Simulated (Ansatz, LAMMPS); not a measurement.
# Glassy CaAl2Si2O8 (91 atoms): geometry optimisation, part 4 of 4

Aim: bring glassy CaAl2Si2O8 (91 atoms) to a nearby minimum of the energy and see what moves.

Ansatz 0.2.0; Kohn-Sham DFT, r2SCAN, PAW (set soft_2), plane waves.

The cell: 14 Al, 7 Ca, 56 O and 14 Si. The quench rate of 10 K/ps far exceeds what a furnace or splat quench reaches. The network of bonds at the start is that of the classical potential that made the cell. The Brillouin zone is sampled at Γ only, in a cell whose shortest periodic width is 11 Å.

So far, density (g/cm³): step 5 (structure statistics after relaxation) 2.71.

## 6. Single point at the relaxed geometry (continued)

A closer look about O72, picked at random: 16 atoms, nearest first, numbered in the order of the input, with positions taken from that point.

```tsv
atom	x	y	z	distance (Å)	bonds	Löwdin charge (e)
O72	0.00	0.00	0.00	0.00	3	-0.92
Si82	1.35	-0.89	0.04	1.62	4	1.79
Al11	-1.03	0.40	-1.38	1.77	4	1.33
Ca16	-1.62	-0.89	1.43	2.33	6	1.84
O64	1.68	-1.08	-1.50	2.50	2	-0.86
O70	-2.52	-0.01	-0.54	2.57	3	-0.93
O43	1.13	-2.03	1.16	2.60	3	-0.91
O40	2.61	-0.16	0.81	2.74	3	-0.86
O30	-0.62	1.08	2.58	2.86	3	-0.92
O61	-0.82	2.75	0.53	2.92	2	-0.86
O50	-0.80	2.01	-2.06	2.98	3	-1.01
Si80	0.02	2.39	1.82	3.01	4	1.81
O27	-1.27	-0.56	-2.84	3.16	3	-0.97
O36	1.66	2.19	1.69	3.23	3	-0.86
Si86	2.88	1.45	0.85	3.33	4	1.77
O76	-1.43	-3.03	0.43	3.38	3	-0.99
```

The column of bonds counts only the pairs O-Al within 2.43 Å, O-Si within 2.08 Å, O-Ca within 2.88 Å; other neighbours, such as metal atoms beside each other in a compound, aren't counted, and periodic images can show an atom twice.

## 7. With scf.eigensolver.kind = "davidson"

Changed here: scf.eigensolver.kind = "davidson".

File input.yaml:

```yaml
crystal:
  lattice:
    - [10.6093, 0.0, 0.0]
    - [0.0, 10.6093, 0.0]
    - [0.0, 0.0, 10.6093]
  atoms:
    [... the 91 atom lines of step 3 ...]
kpoints:
  mp_grid: { grid: [1, 1, 1] }
hamiltonian:
  xc: r2scan
scf:
  occupations: { method: fixed }
  eigensolver: { kind: davidson }
output:
  forces: true
  stress: true
  populations: true
  dos:
    method: { smearing: { sigma: 0.1 } }
    de: 0.1
    projected: { site_lists: { Al: [Al], Ca: [Ca], O: [O], Si: [Si] } }
  eigenvalues: true
```

Command:

```
ansatz run input.yaml --threads 4 --pin off --max-ram 8192MiB --backend cpu --events-out ev --progress --plain --runs-dir out
```

Numbers of over 12 decimals in the logs are rounded to 6 here.

Output:

```text
[...]
davidson cushion auto → on  (no smearing: the cushion is to keep the highest requested band from converging to the state above it; pin scf.eigensolver.cushion to override)
Crystal: 91 atoms, lattice volume = 1194.154 Å³
Basis set: ecut = 500 eV, 30551 PW (Γ), exchange–correlation on 320×320×320 points (64 copies of the dense FFT grid, shifted against one another)
Bands: 343, of which v1, the nominal top of the filled ones, is band 252 counted from 1 (251 counted from 0)
Symmetry: 1 space group operations
[...]
k-points: 1
[...]
SCF iter   1: F=—  HF=-61233.303380 eV  |F-HF|=—  |Δ(HF+E_count)|=         —  Δρ=7.96e-3  dr2=8.47e-1  dr2_τ=6.68e0  ethr=1.77e-3  ⟨swp⟩=11.0  Hψ=2175  notcnv=0
[...]
SCF iter   9: F=—  HF=-61236.038347 eV  |F-HF|=—  |Δ(HF+E_count)|=   4.46e-7  Δρ=4.67e-6  dr2=2.37e-7  dr2_τ=3.12e-8  ethr=2.25e-10  ⟨swp⟩=4.0  Hψ=922  notcnv=0
SCF iter  10: F=-61236.038347 eV  HF=-61236.038347 eV  |F-HF|=1.11e-8  |Δ(HF+E_count)|=   1.06e-8  Δρ=1.53e-6  dr2=3.22e-8  dr2_τ=4.04e-9  ethr=4.70e-11  ⟨swp⟩=4.0  Hψ=928  notcnv=0
SCF 1 converged in 10 iterations: F = -61236.038347 eV  dr2 = 3.22e-8
  Residual-converged pass: ⟨swp⟩=2.0  Hψ=668  notcnv=0  max |occ|·‖R‖ = 5.7e-6 eV (tolerance 6.7e-6 eV)  dr2=3.25e-8  dr2_τ=4.15e-9  dr2_onsite=1.33e-9  max |Δocc| = 0.0e0
[...]
SCF converged after 10 iterations
Free energy (F): -61236.038347 eV
[...]
Internal energy: -61236.038347 eV  (E = F + TS)
E sigma→0 (E₀):  -61236.038347 eV
Fermi energy:    4.519369 eV
[...]
Σ components = -61236.038347   (vs F -61236.038347, Δ=0.00e0)
--- Forces (eV/Å), atoms counted from 1 ---
  atom   1  Al     0.16183925     0.47803488    -0.22862955
  atom   2  Al    -0.35533961    -0.14097952     0.52384279
  atom   3  Al     0.82808155    -0.68979626     0.82694491
  atom   4  Al    -1.09583196     0.43590744    -1.06099185
[...]
atom  91  Si    -0.98078175    -0.02370641     1.80778799
  max |Σ_I F_I| component: 1.75e-4 eV/Å
--- Stress (GPa, compression-positive) ---
        2.880460       0.945132      -2.073629
        0.945173       1.212643       0.108149
       -2.073623       0.108177       1.994677
  P = ⅓ Tr σ = 2.0293 GPa (20.293 kbar)
--- Band table (eV) ---
[...]
--- Löwdin populations: 91 sites ---
  site symbol       q [e]
     0     Al      1.6156
     1     Al      1.5840
     2     Al      1.6133
[...]
90     Si      2.2139
  spilling = 0.011998 (of n_electrons = 504.000000)
```

It took 72 s on 4 threads of Arm Neoverse V1, shared host; peak memory 3.9 GiB; 4.5 min of CPU time.

Geometry and reference: those of the single point at the start.

Forces differ from those of the single point at the start by 0.007 meV/Å r.m.s., 6.0e-4 % of their size. It took 1.2 times the reference's time (shared host, so rough).

## 8. What came out

- energy change in the relaxation: -63.13 meV/atom
- r.m.s. displacement: 0.177 Å
- largest displacement: 0.583 Å
- free energy per atom: -672.9866 eV/atom
- pressure: -0.416 GPa
- r.m.s. force component: 0.00421 eV/Å
- gap (highest filled to lowest empty level): 3.782 eV
- wall time of the 4 DFT runs: 10 min

Relaxation lowers the energy by 63.1 meV/atom and moves atoms by 0.18 Å r.m.s.; the r.m.s. force component goes from 1.2 to 0.0042 eV/Å, the pressure goes from 2.0 to -0.42 GPa, and the gap from 3.75 to 3.78 eV. By the final cutoffs 4 of 153 bonded pairs parted and 4 joined. From the first step to the last the energy fell by 5.745 eV, and the largest move was 0.58 Å (Ca18). The O-Ca bonds change most in mean length: from 2.478 Å (spread 0.146) to 2.430 Å (spread 0.151). Counting bonds as in the table, 93 % of Al atoms have 4, 71 % of Ca atoms have 6, 62 % of O atoms have 3 and all Si atoms have 4 bonded neighbours. 77 % of the oxygens bridge two formers (Si and Al) and 11 % are non-bridging; 12 % join three. The highest filled and lowest empty levels differ by 3.78 eV (at Γ alone); a semilocal functional tends to put such gaps too low. In a disordered cell it changes from sample to sample, and tail or defect levels can set it.

What to keep in mind: The starting topology of bonds comes from the classical model; in DFT 4 of its 153 bonded pairs passed out of the cutoffs and 4 came within them.

Calculation beside experiment:

```tsv
quantity	measured	this cell	difference	method of the measurement
nearest Si–O distance	1.6 Å	1.63 Å	+1.8 %	high-energy XRD, PDF Gaussian fit
number of O about Si	3.85	4	+3.9 %	high-energy XRD, PDF Gaussian fit
nearest Al–O distance	1.75 Å	1.76 Å	+0.6 %	high-energy XRD, PDF Gaussian fit
number of O about Al	4	4.07	+1.8 %	high-energy XRD, PDF Gaussian fit
nearest Ca–O distance	2.36 Å	2.37 Å	+0.4 %	high-energy XRD, Gaussian fit to PDF
number of O about Ca	5.2	5.71	+9.9 %	high-energy XRD, Gaussian fit to PDF
```

The cell differs from the measured distances by up to 1.8 % and neighbour counts by up to 9.9 %. Distances of this cell are positions of the first main peak of g(r), or bond means where the peak is narrow; means over all bonds within a cutoff lie farther out for broad shells. The network comes from the model that made the cell; in DFT 4 of its 153 bonded pairs passed out of the cutoffs and 4 came within them. Our coordination numbers hang on a cutoff, and experiments count neighbours in their own ways.

[Logs are printed without paths, hosts, clocks, repeated set-up lines and the standing remarks that a program may print on its own settings, such as how far it seeks lower states.]

[Hosts, paths, dates, database ids (printed as entryN), source tags and the programs' standing remarks are cut or masked in the printed files.]
